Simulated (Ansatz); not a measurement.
# Gate voltage at the highest density: H-GaN-H chair bilayer, AA

A layer charged from one gate needs a voltage that grows with the carrier density; the slope is e over the total capacitance.

**Method.** Ansatz 0.2.0, plane waves with PAW datasets (its set soft_2), PBE-D3(BJ); isolated slab, charged sheet 4.5 Å from the outer atoms behind model barriers, atoms held, Fermi-Dirac smearing of 0.02585 eV. The voltage is that of the gate against the layer's Fermi level, from the uncharged case, which has no gap over 0.05 eV.

| run | added electrons (10¹³ per cm²) | gate voltage (V) |
| --- | --- | --- |
| run 1 | −1.00 | −0.86 |
| run 2 | −2.00 | −1.71 |
| run 3 | −4.00 | −3.41 |
| run 4 | −7.00 | −5.89 |
| run 5 | −11.00 | ? |

Q: Estimate the withheld value from the rows shown.

A least-squares line through the 4 rows shown has slope 0.8383 and intercept −0.0334; no row lies more than 0.02 V off it. The capacitance is 1.602/0.8383 = 1.91 µF/cm², against 1.97 µF/cm² for plates 4.5 Å apart in vacuum. At −11.00 it gives 0.8383 × (−11.00) + (−0.0334) = −9.25 V, beyond the rows fitted. Rounding and scatter of the rows alone allow about ±0.058 V there.

The run itself gives −9.00 V: a miss of +0.25 V, or 2.8 % of the value. The capacitance rises a little towards the highest density.

Caveats: The gates are model sheets, not atoms, and low densities sample few k-points.
